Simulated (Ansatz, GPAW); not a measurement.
**A 2-layer slab of V(111): work function by functional and basis**

Wanted: work functions and dipole of a 2-layer slab of V(111), with the cost of each level.

Program: GPAW 26.7.0 and Ansatz 0.2.0. Level of theory: GPAW, PAW setups; slab in vacuum, in the first sound run; inputs show where later runs differ. Results are calculated unless marked as measured.

### 1. Starting point

The cell holds 2 atoms: 2 V. Its edges and angles: a = 4.271 Å, b = 4.271 Å, c = 16.872 Å, α = 90.0°, β = 90.0°, γ = 60.0°. Vacuum lies along c.

### 2. Relaxing the atoms

The atoms are relaxed first, since the surface dipole, and with it the work function, follows the positions of the outer layers. The lowest 1 atoms are held at bulk positions and keep their forces.

Contents of run.py:

```python
import json
import numpy as np
from ase import Atoms
from ase.constraints import FixAtoms
from ase.optimize import BFGS
from gpaw import GPAW, PW

slab = Atoms(
    ['V', 'V'],
    positions=[
        [4.27092, 2.46582, 8.00000],
        [0.00000, 0.00000, 8.87180]],
    cell=[[4.27092, 0.0, 0.0], [2.13546, 3.69873, 0.0], [0.0, 0.0, 16.8718]],
    pbc=[True, True, False])

slab.calc = GPAW(mode=PW(400), xc='PBE', kpts={'size': (9, 9, 1), 'gamma': True},
                 occupations={'name': 'fermi-dirac', 'width': 0.1}, nbands='160%',
                 convergence={'density': 0.0001}, maxiter=200,
                 poissonsolver={'dipolelayer': 'xy'},
                 symmetry={'tolerance': 1e-3, 'extra_ids': [1, 0]}, txt='slab.txt')
result = {}
slab.set_constraint(FixAtoms([0]))
path = []
opt = BFGS(slab, maxstep=0.2)
opt.attach(lambda: path.append((slab.get_potential_energy(), slab.positions.tolist(), slab.get_forces().tolist())))
result['relaxed'] = bool(opt.run(fmax=0.05, steps=30))
result['path'] = path
energy = slab.get_potential_energy()
fermi = slab.calc.get_fermi_level()
v = slab.calc.get_electrostatic_potential().mean((0, 1)) - fermi
n = slab.calc.get_pseudo_density().mean((0, 1))
L = slab.cell[2, 2]
z = np.arange(len(v)) * L / len(v)
low, high = slab.positions[:, 2].min(), slab.positions[:, 2].max()
below, above = np.interp([low - 5.8, high + 5.8], z, v)
slopes = [np.interp(x, z, np.gradient(v, z)) for x in (low - 5.8, high + 5.8)]
eps = np.array([[slab.calc.get_eigenvalues(k, s) for k in range(len(slab.calc.get_ibz_k_points()))]
                for s in range(slab.calc.get_number_of_spins())]) - fermi
top, bottom = eps[eps < 0].max(), eps[eps > 0].min()
dipole = slab.get_dipole_moment()[2]
print(f'energy {energy:.4f} eV, Fermi level {fermi:.4f} eV, dipole {dipole:.5f} e A')
print(f'potential 5.8 A off the faces, from the Fermi level: lower {below:.4f} eV, upper {above:.4f} eV')
print(f'slope of the potential there: lower {slopes[0]:.5f}, upper {slopes[1]:.5f} eV/A')
print(f'nearest levels on the mesh: {top:.4f} and {bottom:.4f} eV')
print('magnetic moment', round(slab.get_magnetic_moment(), 3))
result.update(energy=energy, fermi=fermi, dipole=dipole, below=below, above=above, slopes=slopes, edges=[top, bottom],
              z=z.tolist(), v=v.tolist(), n=n.tolist(), positions=slab.positions.tolist(),
              forces=slab.get_forces(apply_constraint=False).tolist(), moments=slab.get_magnetic_moments().tolist())
json.dump(result, open('result.json', 'w'))
```

Command:

```sh
OMP_NUM_THREADS=1 OPENBLAS_NUM_THREADS=1 python run.py
```

The program printed:

```text
Step          Energy          fmax
BFGS:    0      -10.054964        0.259415
BFGS:    1      -10.055917        0.254934
BFGS:    2      -10.074018        0.095939
BFGS:    3      -10.076466        0.007967
energy -9.9299 eV, Fermi level -2.3754 eV, dipole -0.00007 e A
potential 5.8 A off the faces, from the Fermi level: lower 3.8998 eV, upper 3.8998 eV
slope of the potential there: lower -0.00008, upper 0.00009 eV/A
nearest levels on the mesh: -0.0067 and 0.0041 eV
magnetic moment 0.0
```

The job ended after 63 s (1 thread of Intel Xeon Platinum 8488C (Sapphire Rapids), shared host; peak memory 0.2 GiB).

This run has no spin polarisation, although V can carry a moment.

Relaxation path:

```csv
step,energy less that of the first step (eV),largest force (eV/Å)
1,0.0000,0.2594
2,-0.0010,0.2549
3,-0.0135,0.0959
4,-0.0194,0.0080
```

The atoms that moved most (Å):

```csv
atom,dx,dy,dz,length
V2,0.000,0.000,-0.149,0.149
```

Final coordinates:

```
V
1.0
     4.27092    0.00000    0.00000
     2.13546    3.69873    0.00000
     0.00000    0.00000   16.87180
V
2
Direct
  0.66667 0.66667 0.47416
  0.00000 0.00000 0.51700
```

This step gave:

| Property | Result |
| --- | --- |
| dipole along the normal | -6.66e-5 e·Å |
| levels nearest the Fermi level on the mesh | -0.006732, 0.004122 eV from the Fermi level |
| upper work function | 3.900 eV |
| lower work function | 3.900 eV |

Electrostatic potential energy of an electron (without an applied field's), less the Fermi level, planar mean against z:

z (Å), electrostatic potential energy of an electron (without an applied field's), less the Fermi level, planar mean (eV) and a bar from the least value:
```
      0.0        3.9 ##############################
      0.5        3.9 ##############################
      1.0        3.9 ##############################
      1.5        3.9 ##############################
      2.0        3.9 ##############################
      2.5        3.9 ##############################
      3.0        3.9 ##############################
      3.5        3.9 ##############################
      4.0        3.9 ##############################
      4.5        3.9 ##############################
      5.0        3.9 ##############################
      5.5        3.8 ##############################
      6.0        3.7 #############################
      6.5        3.2 ############################
      7.0        1.7 #########################
      7.5       -2.5 ################
      8.0       -9.0 ##
      8.5      -10.0 
      9.0       -5.7 #########
      9.5        0.4 ######################
     10.0        2.7 ###########################
     10.5        3.5 #############################
     11.0        3.8 ##############################
     11.5        3.9 ##############################
     12.0        3.9 ##############################
     12.5        3.9 ##############################
     13.0        3.9 ##############################
     13.5        3.9 ##############################
     14.0        3.9 ##############################
     14.5        3.9 ##############################
     15.0        3.9 ##############################
     15.5        3.9 ##############################
     16.0        3.9 ##############################
     16.5        3.9 ##############################
```

Pseudo valence density, planar mean against z:

z (Å), pseudo valence density, planar mean (e/Å³) and a bar:
```
        4       0.00 
        5       0.00 
        6       0.01 
        7       0.06 ##
        8       1.07 ##############################
        9       0.67 ###################
       10       0.03 #
       11       0.00 
       12       0.00 
       13       0.00
```

The relaxation lowered the energy of the cell by 0.0194 eV (energies extrapolated to zero smearing; the optimiser's log prints free energies). The largest force left on a free atom is 0.0080 eV/Å.

### 3. Plane waves, PBE

With the geometry fixed, the planar mean of the potential gives the vacuum level on each side.

Changes to run.py since step 2:

```diff
@@ -3,4 +3,2 @@
 from ase import Atoms
-from ase.constraints import FixAtoms
-from ase.optimize import BFGS
 from gpaw import GPAW, PW
@@ -11,3 +9,3 @@
         [4.27092, 2.46582, 8.00000],
-        [0.00000, 0.00000, 8.87180]],
+        [0.00000, -0.00000, 8.72278]],
     cell=[[4.27092, 0.0, 0.0], [2.13546, 3.69873, 0.0], [0.0, 0.0, 16.8718]],
@@ -17,12 +15,6 @@
                  occupations={'name': 'fermi-dirac', 'width': 0.1}, nbands='160%',
-                 convergence={'density': 0.0001}, maxiter=200,
+                 convergence={'density': 1e-05}, maxiter=200,
                  poissonsolver={'dipolelayer': 'xy'},
-                 symmetry={'tolerance': 1e-3, 'extra_ids': [1, 0]}, txt='slab.txt')
+                 symmetry={'tolerance': 1e-3}, txt='slab.txt')
 result = {}
-slab.set_constraint(FixAtoms([0]))
-path = []
-opt = BFGS(slab, maxstep=0.2)
-opt.attach(lambda: path.append((slab.get_potential_energy(), slab.positions.tolist(), slab.get_forces().tolist())))
-result['relaxed'] = bool(opt.run(fmax=0.05, steps=30))
-result['path'] = path
 energy = slab.get_potential_energy()
```

The program printed:

```text
energy -9.9299 eV, Fermi level -2.3754 eV, dipole -0.00001 e A
potential 5.8 A off the faces, from the Fermi level: lower 3.8998 eV, upper 3.8999 eV
slope of the potential there: lower -0.00009, upper 0.00010 eV/A
nearest levels on the mesh: -0.0067 and 0.0041 eV
magnetic moment 0.0
```

It took 19 s on 1 thread; peak memory 0.2 GiB.

Numbers from this step:

| Item | Value |
| --- | --- |
| dipole along the normal | -1.20e-5 e·Å |
| levels nearest the Fermi level on the mesh | -0.006730, 0.004120 eV from the Fermi level |

Electrostatic potential energy of an electron (without an applied field's), less the Fermi level, planar mean against z:

```csv
z (Å),"electrostatic potential energy of an electron (without an applied field's), less the Fermi level, planar mean (eV)"
0.0,3.90
0.5,3.90
1.0,3.90
1.5,3.90
2.0,3.90
2.5,3.90
3.0,3.90
3.5,3.90
4.0,3.90
4.5,3.89
5.0,3.87
5.5,3.82
6.0,3.66
6.5,3.17
7.0,1.72
7.5,-2.54
8.0,-9.01
8.5,-10.0
9.0,-5.72
9.5,0.363
10.0,2.71
10.5,3.51
11.0,3.77
11.5,3.86
12.0,3.89
12.5,3.90
13.0,3.90
13.5,3.90
14.0,3.90
14.5,3.90
15.0,3.90
15.5,3.90
16.0,3.90
16.5,3.90
```

Table of pseudo valence density, planar mean by z:

z (Å), pseudo valence density, planar mean (e/Å³) and a bar:
```
        4       0.00 
        5       0.00 
        6       0.01 
        7       0.06 ##
        8       1.07 ##############################
        9       0.67 ###################
       10       0.03 #
       11       0.00 
       12       0.00 
       13       0.00
```

The potential is flat to 9.9e-5 eV/Å where it is read, so the vacuum is wide enough.

### 4. Self-consistent run: xc = "LDA"

The same geometry under LDA, to see how far the functional moves the levels against the vacuum.

Changes to run.py since step 3:

```diff
@@ -13,3 +13,3 @@
 
-slab.calc = GPAW(mode=PW(400), xc='PBE', kpts={'size': (9, 9, 1), 'gamma': True},
+slab.calc = GPAW(mode=PW(400), xc='LDA', kpts={'size': (9, 9, 1), 'gamma': True},
                  occupations={'name': 'fermi-dirac', 'width': 0.1}, nbands='160%',
```

The program printed:

```text
energy -10.9780 eV, Fermi level -2.6300 eV, dipole -0.00001 e A
potential 5.8 A off the faces, from the Fermi level: lower 4.1463 eV, upper 4.1463 eV
slope of the potential there: lower -0.00007, upper 0.00008 eV/A
nearest levels on the mesh: -0.0060 and 0.0424 eV
magnetic moment 0.0
```

The job ended after 17 s (1 thread; peak memory 0.19 GiB).

Numbers from this step:

```
dipole along the normal                    : -1.47e-5 e·Å
levels nearest the Fermi level on the mesh : -0.005975, 0.04240 eV from the Fermi level
upper work function                        : 4.146 eV
lower work function                        : 4.146 eV
```

Electrostatic potential energy of an electron (without an applied field's), less the Fermi level, planar mean against z:

z (Å), electrostatic potential energy of an electron (without an applied field's), less the Fermi level, planar mean (eV) and a bar from the least value:
```
        0       4.15 ##############################
        1       4.15 ##############################
        2       4.15 ##############################
        3       4.15 ##############################
        4       4.14 ##############################
        5       4.12 ##############################
        6       3.91 #############################
        7       1.99 #########################
        8      -8.72 
        9      -5.44 ########
       10       2.97 ###########################
       11       4.02 ##############################
       12       4.13 ##############################
       13       4.15 ##############################
       14       4.15 ##############################
       15       4.15 ##############################
       16       4.15 ##############################
```

Table of pseudo valence density, planar mean by z:

```csv
z (Å),"pseudo valence density, planar mean (e/Å³)"
0.00,0
0.42,0
0.84,0
1.27,0
1.90,0
2.32,1.3e-6
2.74,3.3e-6
3.16,9.0e-6
3.59,2.5e-5
4.01,6.6e-5
4.43,1.8e-4
4.85,4.9e-4
5.48,0.00209
5.91,0.00533
6.33,0.0132
6.75,0.0323
7.17,0.0956
7.59,0.435
8.01,1.08
8.65,1.08
9.07,0.544
9.49,0.116
9.91,0.0372
10.33,0.0150
10.76,0.00610
11.18,0.00240
11.81,5.6e-4
12.23,2.1e-4
12.65,7.7e-5
13.08,2.8e-5
13.50,1.0e-5
13.92,3.8e-6
14.34,1.5e-6
14.76,0
15.40,0
15.82,0
16.24,0
16.66,0
```

Force by atom:

```csv
atom,x (eV/Å),y (eV/Å),z (eV/Å),size
V1,0.000,0.000,0.366,0.366
V2,0.000,0.000,-0.366,0.366
```

The upper face's work function is 4.146 eV, against 3.900 eV in the first plane-wave PBE run at this geometry.

### 5. OptPBE vdW: xc = "optPBE-vdW"

The same geometry under optPBE-vdW, to see how far the functional moves the levels against the vacuum (the van der Waals functionals take revPBE setups).

Changes to run.py since step 4:

```diff
@@ -13,3 +13,3 @@
 
-slab.calc = GPAW(mode=PW(400), xc='LDA', kpts={'size': (9, 9, 1), 'gamma': True},
+slab.calc = GPAW(mode=PW(400), xc='optPBE-vdW', kpts={'size': (9, 9, 1), 'gamma': True},
                  occupations={'name': 'fermi-dirac', 'width': 0.1}, nbands='160%',
```

The program printed:

```text
energy -26.4068 eV, Fermi level -2.4835 eV, dipole -0.00001 e A
potential 5.8 A off the faces, from the Fermi level: lower 4.0419 eV, upper 4.0420 eV
slope of the potential there: lower -0.00018, upper 0.00019 eV/A
nearest levels on the mesh: -0.0143 and 0.0118 eV
magnetic moment 0.0
```

Wall time 37 s (1 thread); peak memory 0.37 GiB.

This step gave:

```yaml
dipole_along_the_normal: -1.15e-5 e·Å
levels_nearest_the_fermi_level_on_the_mesh: -0.01426, 0.01180 eV from the Fermi level
upper_work_function: 4.042 eV
lower_work_function: 4.042 eV
```

Electrostatic potential energy of an electron (without an applied field's), less the Fermi level, planar mean against z:

```csv
z (Å),"electrostatic potential energy of an electron (without an applied field's), less the Fermi level, planar mean (eV)"
0,4.04
1,4.04
2,4.04
3,4.04
4,4.04
5,4.01
6,3.75
7,1.74
8,-8.98
9,-5.71
10,2.75
11,3.88
12,4.02
13,4.04
14,4.04
15,4.04
16,4.04
```

The upper face's work function is 4.042 eV, against 3.900 eV in the first plane-wave PBE run at this geometry.

### 6. Self-consistent run: xc = "revPBE"

The same geometry under revPBE, to see how far the functional moves the levels against the vacuum.

Changes to run.py since step 5:

```diff
@@ -13,3 +13,3 @@
 
-slab.calc = GPAW(mode=PW(400), xc='optPBE-vdW', kpts={'size': (9, 9, 1), 'gamma': True},
+slab.calc = GPAW(mode=PW(400), xc='revPBE', kpts={'size': (9, 9, 1), 'gamma': True},
                  occupations={'name': 'fermi-dirac', 'width': 0.1}, nbands='160%',
```

The program printed:

```text
energy -9.4824 eV, Fermi level -2.2646 eV, dipole -0.00001 e A
potential 5.8 A off the faces, from the Fermi level: lower 3.7809 eV, upper 3.7810 eV
slope of the potential there: lower -0.00010, upper 0.00011 eV/A
nearest levels on the mesh: -0.0068 and 0.0636 eV
magnetic moment 0.0
```

Run time: 19 s. Hardware: 1 thread; peak memory 0.2 GiB.

This step gave:

```yaml
dipole_along_the_normal: -8.83e-6 e·Å
levels_nearest_the_fermi_level_on_the_mesh: -0.006756, 0.06357 eV from the Fermi level
upper_work_function: 3.781 eV
lower_work_function: 3.781 eV
```

Electrostatic potential energy of an electron (without an applied field's), less the Fermi level, planar mean against z:

z (Å), electrostatic potential energy of an electron (without an applied field's), less the Fermi level, planar mean (eV) and a bar from the least value:
```
      0.0        3.8 ##############################
      0.5        3.8 ##############################
      1.0        3.8 ##############################
      1.5        3.8 ##############################
      2.0        3.8 ##############################
      2.5        3.8 ##############################
      3.0        3.8 ##############################
      3.5        3.8 ##############################
      4.0        3.8 ##############################
      4.5        3.8 ##############################
      5.0        3.8 ##############################
      5.5        3.7 ##############################
      6.0        3.5 #############################
      6.5        3.1 ############################
      7.0        1.6 #########################
      7.5       -2.6 ################
      8.0       -9.1 ##
      8.5      -10.1 
      9.0       -5.8 #########
      9.5        0.3 ######################
     10.0        2.6 ###########################
     10.5        3.4 #############################
     11.0        3.7 ##############################
     11.5        3.7 ##############################
     12.0        3.8 ##############################
     12.5        3.8 ##############################
     13.0        3.8 ##############################
     13.5        3.8 ##############################
     14.0        3.8 ##############################
     14.5        3.8 ##############################
     15.0        3.8 ##############################
     15.5        3.8 ##############################
     16.0        3.8 ##############################
     16.5        3.8 ##############################
```

The upper face's work function is 3.781 eV, against 3.900 eV in the first plane-wave PBE run at this geometry.

### 7. Real-space grid: mode = "fd"

A real-space grid is a second complete basis, so it checks the plane-wave result.

Changes to run.py since step 6:

```diff
@@ -3,3 +3,3 @@
 from ase import Atoms
-from gpaw import GPAW, PW
+from gpaw import GPAW
 
@@ -13,3 +13,3 @@
 
-slab.calc = GPAW(mode=PW(400), xc='revPBE', kpts={'size': (9, 9, 1), 'gamma': True},
+slab.calc = GPAW(mode='fd', h=0.18, xc='PBE', kpts={'size': (9, 9, 1), 'gamma': True},
                  occupations={'name': 'fermi-dirac', 'width': 0.1}, nbands='160%',
```

The program printed:

```text
energy -10.0071 eV, Fermi level -3.8992 eV, dipole -0.00002 e A
potential 5.8 A off the faces, from the Fermi level: lower 3.8991 eV, upper 3.8992 eV
slope of the potential there: lower -0.00009, upper 0.00009 eV/A
nearest levels on the mesh: -0.0050 and 0.0029 eV
magnetic moment 0.0
```

The job ended after 85 s (1 thread; peak memory 0.43 GiB).

This step gave:

```yaml
dipole_along_the_normal: -2.31e-5 e·Å
levels_nearest_the_fermi_level_on_the_mesh: -0.005034, 0.002898 eV from the Fermi level
upper_work_function: 3.899 eV
lower_work_function: 3.899 eV
```

Table of electrostatic potential energy of an electron (without an applied field's), less the Fermi level, planar mean by z:

```csv
z (Å),"electrostatic potential energy of an electron (without an applied field's), less the Fermi level, planar mean (eV)"
0.0,3.90
0.5,3.90
1.0,3.90
1.5,3.90
2.0,3.90
2.5,3.90
3.0,3.90
3.5,3.90
4.0,3.90
4.5,3.89
5.0,3.87
5.5,3.82
6.0,3.66
6.5,3.17
7.0,1.73
7.5,-2.54
8.0,-9.00
8.5,-10.0
9.0,-5.72
9.5,0.352
10.0,2.72
10.5,3.50
11.0,3.77
11.5,3.86
12.0,3.89
12.5,3.90
13.0,3.90
13.5,3.90
14.0,3.90
14.5,3.90
15.0,3.90
15.5,3.90
16.0,3.90
16.5,3.90
```

The upper face's work function is 3.899 eV, against 3.900 eV in the first plane-wave PBE run at this geometry.

(Part 1 of 2 ends here.)

[Logs are printed without paths, hosts, clocks, repeated set-up lines and the standing remarks that a program may print on its own settings, such as how far it seeks lower states.]

[Hosts, paths, dates, database ids (printed as entryN), source tags and the programs' standing remarks are cut or masked in the printed files.]
